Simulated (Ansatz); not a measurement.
# MgSiS3 (model cell, started as cubic perovskite with Si in the octahedra): following an unstable mode, part 3 of 3

Aim: this structure of MgSiS3 (model cell, started as cubic perovskite with Si in the octahedra) is to be tested for unstable modes, and one is followed downhill.

Ansatz 0.2.0; DFT LDA, scalar-relativistic, plane waves, PAW; PAW set soft_1.

So far. Step 4 (The mode frozen in, largest atomic shift 0.6 Å): The run ends at a pressure of -5.09 GPa, with forces up to 0.80 eV/Å. Step 5 (Energy along the mode, all amplitudes (two of the runs …): The lowest of the steps tried is the last one, at 0.6 Å, 399 meV/atom below the parent; the bottom of the well need not coincide with a step.

The structure was built from a prototype and need not be the compound's stable phase.

### 7. The new phase in its own primitive cell

The relaxed structure is symmetrised, reduced to its primitive cell and relaxed tightly, as its phonons need.

input.yaml

```yaml
crystal:
  lattice:
    - [3.1022492253, 1.7910844253, 5.0271919361]
    - [-3.1022492253, 1.7910844253, 5.0271919361]
    - [0.0, -3.5821688507, 5.0271919361]
  atoms:
    - { symbol: Mg, position: [0.75, 0.75, 0.75] }
    - { symbol: Mg, position: [0.25, 0.25, 0.25] }
    - { symbol: Si, position: [0.5, 0.5, 0.5] }
    - { symbol: Si, position: [0.0, 0.0, 0.0] }
    - { symbol: S, position: [0.1376040277, 0.75, 0.3623959723] }
    - { symbol: S, position: [0.8623959723, 0.25, 0.6376040277] }
    - { symbol: S, position: [0.3623959723, 0.1376040277, 0.75] }
    - { symbol: S, position: [0.6376040277, 0.8623959723, 0.25] }
    - { symbol: S, position: [0.25, 0.6376040277, 0.8623959723] }
    - { symbol: S, position: [0.75, 0.3623959723, 0.1376040277] }
kpoints:
  mp_grid: { grid: [6, 6, 6] }
hamiltonian:
  xc: lda
  pseudopotentials: { kind: paw, azcp: { folder: soft_1 }, xc_functional: pbe }
scf:
  occupations: { method: fixed }
output:
  forces: true
  stress: true
  eigenvalues: true
relax:
  adjacent_minimum: "off"
  f_tol: 0.001
  max_steps: 60
  cell: { stress_tol: 0.01 }
```

Run with:

```
$ ansatz run input.yaml --threads 4 --pin off --max-ram 16384MiB --backend cpu --events-out ev --progress --plain --runs-dir out
```

Numbers of over 12 decimals in the logs are rounded to 6 here.

Log:

```text
[...]
Crystal: 10 atoms, lattice volume = 167.598 Å³
Basis set: ecut = 420 eV, 3287 PW (Γ)
Bands: 42, of which v1, the nominal top of the filled ones, is band 32 counted from 1 (31 counted from 0)
Symmetry: 12 space group operations
[...]
k-points: 32 of 216
[...]
- { symbol: Si, position: [0.5, 0.5, 0.500000] }
    - { symbol: Si, position: [0, 0, 0] }
    - { symbol: S, position: [0.137616, 0.750000, 0.362384] }
    - { symbol: S, position: [0.862384, 0.250000, 0.637616] }
    - { symbol: S, position: [0.362384, 0.137616, 0.750000] }
    - { symbol: S, position: [0.637616, 0.862384, 0.25] }
    - { symbol: S, position: [0.250000, 0.637616, 0.862384] }
    - { symbol: S, position: [0.750000, 0.362384, 0.137616] }
[key lines of the parts left out:]
SCF converged after 5 iterations
Free energy (F): -10244.965644 eV
Fermi energy:    7.757289 eV
P = ⅓ Tr σ = 0.0011 GPa (0.011 kbar)
```

It took 11 s on 4 threads of Arm Neoverse V1, shared host; peak memory 0.56 GiB.

Little changed from the start: no atom moved by 0.005 Å and no cell edge by 0.1 %.

This step gave:

```yaml
pressure: 0.001072 GPa
gap_on_the_k_mesh: 0.8005 eV
direct_gap_on_mesh: 0.8005 eV
```

The largest force component left is 0.33 meV/Å and the pressure is 0.001 GPa, within the tolerances set. The cell now holds 16.76 Å³/atom.

### 8. Modes of the new phase, k-mesh 6×6×6, occupations fixed

A relaxed structure may still be a saddle point, so its zone-centre modes are computed. The response to a homogeneous field gives the Born charges and the dielectric tensor.

input.yaml

```yaml
crystal:
  lattice:
    - [3.1022765193, 1.7911001835, 5.0272237154]
    - [-3.1022765193, 1.7911001835, 5.0272237154]
    - [0.0, -3.582200367, 5.0272237154]
  atoms:
    - { symbol: Mg, position: [0.75, 0.75, 0.75] }
    - { symbol: Mg, position: [0.25, 0.25, 0.25] }
    - { symbol: Si, position: [0.5, 0.5, 0.5] }
    - { symbol: Si, position: [0.0, 0.0, 0.0] }
    - { symbol: S, position: [0.1376155812, 0.75, 0.3623844188] }
    - { symbol: S, position: [0.8623844188, 0.25, 0.6376155812] }
    - { symbol: S, position: [0.3623844188, 0.1376155812, 0.75] }
    - { symbol: S, position: [0.6376155812, 0.8623844188, 0.25] }
    - { symbol: S, position: [0.25, 0.6376155812, 0.8623844188] }
    - { symbol: S, position: [0.75, 0.3623844188, 0.1376155812] }
kpoints:
  mp_grid: { grid: [6, 6, 6] }
hamiltonian:
  xc: lda
  pseudopotentials: { kind: paw, azcp: { folder: soft_1 }, xc_functional: pbe }
scf:
  occupations: { method: fixed }
output:
  eigenvalues: true
phonons:
  method: dfpt
  dielectric: true
  rigid_motions: translations
```

Log:

```text
[...]
Crystal: 10 atoms, lattice volume = 167.602 Å³
Basis set: ecut = 420 eV, 3287 PW (Γ), exchange–correlation on 96×96×96 points (8 copies of the dense FFT grid, shifted against one another)
Bands: 42, of which v1, the nominal top of the filled ones, is band 32 counted from 1 (31 counted from 0)
Symmetry: 12 space group operations
k-points: 112 of 216 (irreducible under 1 space group operation, time reversal used)
[...]
SCF iter   1: F=—  HF=-10245.969488 eV  |F-HF|=—  |Δ(HF+E_count)|=         —  Δρ=4.38e-2  dr2=3.29e0  ethr=3.10e-3  ⟨swp⟩=5.0  Hψ=20048  notcnv=0  defer=816
[...]
SCF iter   9: F=-10244.965645 eV  HF=-10244.965645 eV  |F-HF|=3.64e-12  |Δ(HF+E_count)|=  1.26e-10  Δρ=1.90e-7  dr2=6.18e-11  ethr=1.00e-12  ⟨swp⟩=18.9  Hψ=43787  notcnv=0
SCF 1 converged in 9 iterations: F = -10244.965645 eV  dr2 = 6.18e-11
[...]
NSCF: frozen V_eff on 6 k-points
DFPT response loops at Γ: preconditioner auto → Resta (q_TF=auto, 2.324 Å⁻¹)  ε∞=8.7 (no band partly filled); β = 1.00, the filter's whole step (`scf.mixing.beta` (0.50) is not read by the response loops at its default; to damp them type it under 1.00, their step now; it binds the ground state too); Broyden in place of MSR1
── the response to a field inside a basis, on 8×8×8 k-points: an SCF that follows is theirs, and a resumed run solves both again ──
Bands: 33, of which v1, the nominal top of the filled ones, is band 32 counted from 1 (31 counted from 0)
k-points: 60
[...]
Eigensolver: Dense (60 Hₖ)
SCF iter   1: F=—  HF=-10244.902499 eV  |F-HF|=—  |Δ(HF+E_count)|=         —  Δρ=1.73e-4  dr2=1.73e-5  ethr=1.00e-1
[...]
SCF iter   3: F=-10244.902499 eV  HF=-10244.902499 eV  |F-HF|=3.31e-8  |Δ(HF+E_count)|=   7.31e-8  Δρ=6.32e-6  dr2=8.93e-8  ethr=9.58e-9
SCF 1 converged in 3 iterations: F = -10244.902499 eV  dr2 = 8.93e-8
[...]
WARN: field response: ε∞ stands inside a basis, on 8×8×8 points; the force constants stand on the 6×6×6 k-mesh, whose period is 11.17 times the interband length at k = (0.0000, 0.0000, 0.0000), direct gap 0.800 eV, under 14: take them and everything formed from them as unconverged, and compare with a denser kpoints.mp_grid
SCF converged after 9 iterations
Free energy (F): -10244.965645 eV
[...]
Internal energy: -10244.965645 eV  (E = F + TS)
E sigma→0 (E₀):  -10244.965645 eV
Fermi energy:    7.757288 eV
[...]
--- Band table (eV; the first three rows and the last of 112) ---
  k-point 0: bands = [... 28 lower, 7.0119, 7.1217, 7.1217, 7.7573, 8.5577, 9.9670, 11.0615, 11.0615, ... 6 higher]
  k-point 1: bands = [... 28 lower, 6.7682, 7.2286, 7.3124, 7.6031, 8.7419, 10.3220, 10.8845, 11.0954, ... 6 higher]
  k-point 2: bands = [... 28 lower, 6.4797, 7.1245, 7.2728, 7.4089, 8.7484, 9.6595, 11.1556, 11.5258, ... 6 higher]
  k-point 111: bands = [... 28 lower, 6.7265, 6.7265, 6.7265, 6.7265, 8.7384, 8.7384, 12.1043, 12.1043, ... 6 higher]
--- Phonons (Γ-DFPT): 6 representative perturbations + reference, on 112 of 216 k-points (Σ response iterations 18) ---
  k mesh reduced under 1 symmetry operation, with k and −k counted as one. Each operation leaves every solved perturbation unchanged. A smaller set is not considered because the run solves the response to a homogeneous field
  ASR residual: 1.646e-4 → 0.000e0 eV/Å²; symmetrization residual: 2.008e-5 eV/Å²
  ASR residual per site (eV/Å²): 1.65e-4 1.65e-4 6.23e-5 6.23e-5 3.81e-5 3.81e-5 5.50e-5 5.50e-5 3.81e-5 3.81e-5
  Γ frequencies (cm⁻¹): -187.27 -146.33 -105.95 -105.95 0.00 0.00 0.00 107.76 107.76 127.94 172.77 172.77 173.83 207.85 207.85 281.34 281.34 285.65 316.65 320.05 327.58 327.58 373.64 376.61 392.81 392.81 395.63 395.63 416.35 416.35
  ε∞ (high-frequency dielectric tensor):
       10.127824    -0.000000     0.000000
       -0.000000    10.127824     0.000000
        0.000000     0.000000    14.350323
  softest optical mode at Γ: -187.27 cm⁻¹; the repairs (sum rule, projections) moved no ω² at Γ by more than (2.93 cm⁻¹)²
  Born effective charges Z* (e; rows j = field, columns β = displacement):
    site 0:
         2.53696    0.00000    0.00000
         0.00000    2.53696    0.00000
         0.00000    0.00000    2.37118
    site 1:
         2.53696   -0.00000    0.00000
         0.00000    2.53696    0.00000
        -0.00000    0.00000    2.37118
    site 2:
         4.53235    0.88601    0.00000
        -0.88601    4.53235    0.00000
         0.00000    0.00000    4.41272
    site 3:
         4.53235   -0.88601   -0.00000
         0.88601    4.53235    0.00000
        -0.00000    0.00000    4.41272
    site 4:
        -2.33475   -0.03756   -0.52042
        -0.03756   -2.37812    0.30047
        -0.77446    0.44713   -2.26130
    site 5:
        -2.33475   -0.03756   -0.52042
        -0.03756   -2.37812    0.30047
        -0.77446    0.44713   -2.26130
    site 6:
        -2.39981    0.00000    0.00000
        -0.00000   -2.31307   -0.60093
         0.00000   -0.89427   -2.26130
    site 7:
        -2.39981    0.00000    0.00000
        -0.00000   -2.31307   -0.60093
         0.00000   -0.89427   -2.26130
    site 8:
        -2.33475    0.03756    0.52042
         0.03756   -2.37812    0.30047
         0.77446    0.44713   -2.26130
    site 9:
        -2.33475    0.03756    0.52042
         0.03756   -2.37812    0.30047
         0.77446    0.44713   -2.26130
  Z* charge neutrality: 2.549e-2 e pre-enforcement
  solved inside a basis spanned on kpoints, on 8×8×8 k-points transformed towards the longest dipole: ε∞ is read to err by 6.4e-2, Z* by 2.7e-2 e (field_mesh: kpoints solves on kpoints); Z* is corrected for what the basis lacks
  optical modes at Γ without the LO–TO term, one row a degenerate level:
      ω (cm⁻¹)  modes    IR ((D/Å)²/amu)
       -187.27      1            25.8145
       -146.33      1             0.0000
       -105.95      2            11.0728
        107.76      2             0.0000
        127.94      1            10.7288
        172.77      2            19.2823
        173.83      1             0.0000
[...]
optical modes at Γ + LO–TO along q̂ = [1.0000, 0.0000, 0.0000]:
      ω (cm⁻¹)  modes    IR ((D/Å)²/amu)
[...]
optical modes at Γ + LO–TO along q̂ = [0.0000, 1.0000, 0.0000]:
      ω (cm⁻¹)  modes    IR ((D/Å)²/amu)
[...]
optical modes at Γ + LO–TO along q̂ = [0.0000, 0.0000, 1.0000]:
      ω (cm⁻¹)  modes    IR ((D/Å)²/amu)
[...]
173.83      1             0.0000
        207.85      2             0.0000
        281.34      2             0.0000
        285.65      1             0.0000
        316.65      1             0.0000
        327.58      2            59.9434
        371.47      1            47.7560
        373.64      1             0.0000
        376.61      1             0.0000
        392.81      2            33.0111
        395.63      2             0.0000
        416.35      2            20.7318
```

Wall time 4.4 min (4 threads); peak memory 3 GiB.

This step gave:

```yaml
sum_rule_residual_before_enforcement: 1.65e-4 eV/Å²
miss_of_the_charge_sum_rule: 0.02549 e
estimated_error_of_the_dielectric_tensor: 0.06393
estimated_error_of_the_born_charges: 0.02740 e
point_group: -3m
highest_optical_mode_at_the_zone_centre_no_lo_to_term: 416.4 cm⁻¹
lowest_optical_zone_centre_mode: -187.3 cm⁻¹
mean_high_frequency_dielectric_constant: 11.54
largest_born_charge_third_of_the_trace: 4.492 e
top_of_the_zone_centre_spectrum_with_the_field: 470.8 cm⁻¹
```

Patterns of degenerate modes are one choice out of their space. The modes at Γ (shares of kinetic energy by element, %) (negative means imaginary):

```
mode  frequency (cm⁻¹)  symmetry  Mg %  Si %  S %
   1            -187.3       A2u    69     1   30
   2            -146.3       A2g    98     0    2
   3            -106.0        Eu     6     3   90
   4            -106.0        Eu     6     3   90
   5               0.0  acoustic    16    19   65
   6               0.0  acoustic    16    19   65
   7               0.0  acoustic    16    19   65
   8             107.8        Eg    10     0   90
   9             107.8        Eg    10     0   90
  10             127.9       A2u    14    59   27
  11             172.8        Eu    18    62   19
  12             172.8        Eu    18    62   19
  13             173.8       A2g     2     0   98
  14             207.8        Eg    49     0   51
  15             207.8        Eg    49     0   51
  16             281.3        Eg     0     0  100
  17             281.3        Eg     0     0  100
  18             285.6       A1g     0     0  100
  19             316.6       A1u     0    23   77
  20             320.1       A2u     0    21   78
  21             327.6        Eu    37    32   31
  22             327.6        Eu    37    32   31
  23             373.6       A2g     0     0  100
  24             376.6       A1u     0    77   23
  25             392.8        Eu     2    61   37
  26             392.8        Eu     2    61   37
  27             395.6        Eg    40     0   60
  28             395.6        Eg    40     0   60
  29             416.4        Eu    20    23   57
  30             416.4        Eu    20    23   57
```

Displacements in mode 1 (-187.3 cm⁻¹), the largest set to 1:
```
Mg1  0.00  0.00  1.00
Mg2  0.00  0.00  1.00
Si3  0.00  0.00  0.12
Si4  0.00  0.00  0.12
S5   0.14 -0.08 -0.29
S6   0.14 -0.08 -0.29
S7   0.00  0.16 -0.29
S8   0.00  0.16 -0.29
S9  -0.14 -0.08 -0.29
S10 -0.14 -0.08 -0.29
```

Displacements in mode 13 (173.8 cm⁻¹), the largest set to 1:
```
Mg1  0.00  0.00  0.38
Mg2  0.00  0.00 -0.38
Si3  0.00  0.00  0.00
Si4  0.00  0.00  0.00
S5   0.72 -0.41 -1.00
S6  -0.72  0.41  1.00
S7   0.00  0.83 -1.00
S8   0.00 -0.83  1.00
S9   0.72  0.41  1.00
S10 -0.72 -0.41 -1.00
```

Optical modes at the zone centre, without and with the macroscopic field of the longitudinal modes; each column is sorted by frequency, so a row need not hold one and the same mode. Modes with and without the field, by row:

```
rank among optical modes  no field (cm⁻¹)  q along (1, 0, 0) (cm⁻¹)  q along (0, 0, 1) (cm⁻¹)
                       1           -187.3                    -187.3                    -146.3
                       2           -146.3                    -146.3                    -140.5
                       3             -106                      -106                      -106
                       4             -106                     -86.4                      -106
                       5            107.8                     107.8                     107.8
                       6            107.8                     107.8                     107.8
                       7            127.9                     127.9                     161.1
                       8            172.8                     172.8                     172.8
                       9            172.8                     173.8                     172.8
                      10            173.8                     192.7                     173.8
                      11            207.8                     207.8                     207.8
                      12            207.8                     207.8                     207.8
                      13            281.3                     281.3                     281.3
                      14            281.3                     281.3                     281.3
                      15            285.6                     285.6                     285.6
                      16            316.6                     316.6                     316.6
                      17            320.1                     320.1                     327.6
                      18            327.6                     327.6                     327.6
                      19            327.6                     356.9                     371.5
                      20            373.6                     373.6                     373.6
                      21            376.6                     376.6                     376.6
                      22            392.8                     392.8                     392.8
                      23            392.8                     395.6                     392.8
                      24            395.6                     395.6                     395.6
                      25            395.6                     406.7                     395.6
                      26            416.4                     416.4                     416.4
                      27            416.4                     470.8                     416.4
```

Born charge (rows field, columns displacement) (e), principal values of the symmetric part by kind of site:

```
atom  atoms with these values    low  middle   high   mean
 Mg1                        2   2.37    2.54   2.54   2.48
 Si3                        2   4.41    4.53   4.53   4.49
  S5                        6  -3.04   -2.40  -1.54  -2.32
```

In full for Mg1:

```
2.54 0.00 0.00
0.00 2.54 0.00
0.00 0.00 2.37
```

High-frequency dielectric tensor:

```
10.13  0.00  0.00
 0.00 10.13  0.00
 0.00  0.00 14.35
```

Transverse modes; imaginary modes are left out. Lines of the infrared spectrum (strongest = 100):

```
position (cm⁻¹)  relative intensity
            108                 0.0
            128                  18
            173                  32
            174                 0.0
            208                 0.0
            281                 0.0
            286                 0.0
            317                 0.0
            320                  53
            328                 100
            374                 0.0
            377                 0.0
            393                  55
            396                 0.0
            416                  35
```

Before it was imposed, the acoustic sum rule was missed by 1.6e-4 eV/Å² and the charge sum rule by 0.025 e. Small misses are needed for a sound result but don't prove that mesh and cutoff are converged. The lowest optical mode is imaginary, 187.3i cm⁻¹, so the energy falls along it.

The log warns of the k mesh: “the force constants stand on the 6×6×6 k-mesh, whose period is 11.17 times the interband length at k = (0.0000, 0.0000, 0.0000), direct gap 0.800 eV, under 14: take them and everything formed from them as unconverged”.

### 9. What came out

```
unstable mode of the parent                                                      : q = (-0.5, -0.5, -0.5), 238i cm⁻¹
depth at the lowest point sampled                                                : 399 meV/atom
largest atomic shift at that point                                               : 0.6 Å
space group reached (within 0.01 Å)                                              : R-3c
energy gained over the parent (first relaxation, on the mesh of the frozen mode) : 446 meV/atom
volume per atom, phase reached                                                   : 16.8 Å³
gap on the k-mesh, phase reached                                                 : 0.800 eV
lowest optical zone-centre mode, phase reached                                   : -187 cm⁻¹
highest optical mode at the zone centre (no LO-TO term), phase reached           : 416 cm⁻¹
```

**Reading.** Along this mode the structure falls into R-3c, 446 meV/atom below the parent. At the parent's cell the well is 398.5 meV/atom deep on the steps tried, with its lowest point at a shift of 0.6 Å. That is the last step tried, so the steps alone don't bracket the bottom of the well. Relaxing atoms and cell changes the gain by +47.10 meV/atom against the lowest step (energies at zero smearing). The new phase still has an imaginary mode at the zone centre of its cell, so it is a saddle point on the way to a lower structure. Of the 4 patterns followed to their end from this parent, this one reaches the lowest energy. Each path keeps the symmetry of its pattern, so a lower phase may lie along a pattern not tried. With the field response the log warns that the k mesh is coarse for the force constants too, so the frequencies may not be converged. With no gap, or one that is small against the smearing, the frequencies hang on the k mesh and the smearing, most of all near Kohn anomalies. The PAW files were made for PBE and serve the other functionals too. A phonon run warned that its eigensolver left some bands unconverged in a pass. The starting cell was built on a prototype and not taken from a measurement, so the phase need not exist.

[Logs are printed without paths, hosts, clocks, repeated set-up lines and the standing remarks that a program may print on its own settings, such as how far it seeks lower states.]

[Hosts, paths, dates, database ids (printed as entryN), source tags and the programs' standing remarks are cut or masked in the printed files.]
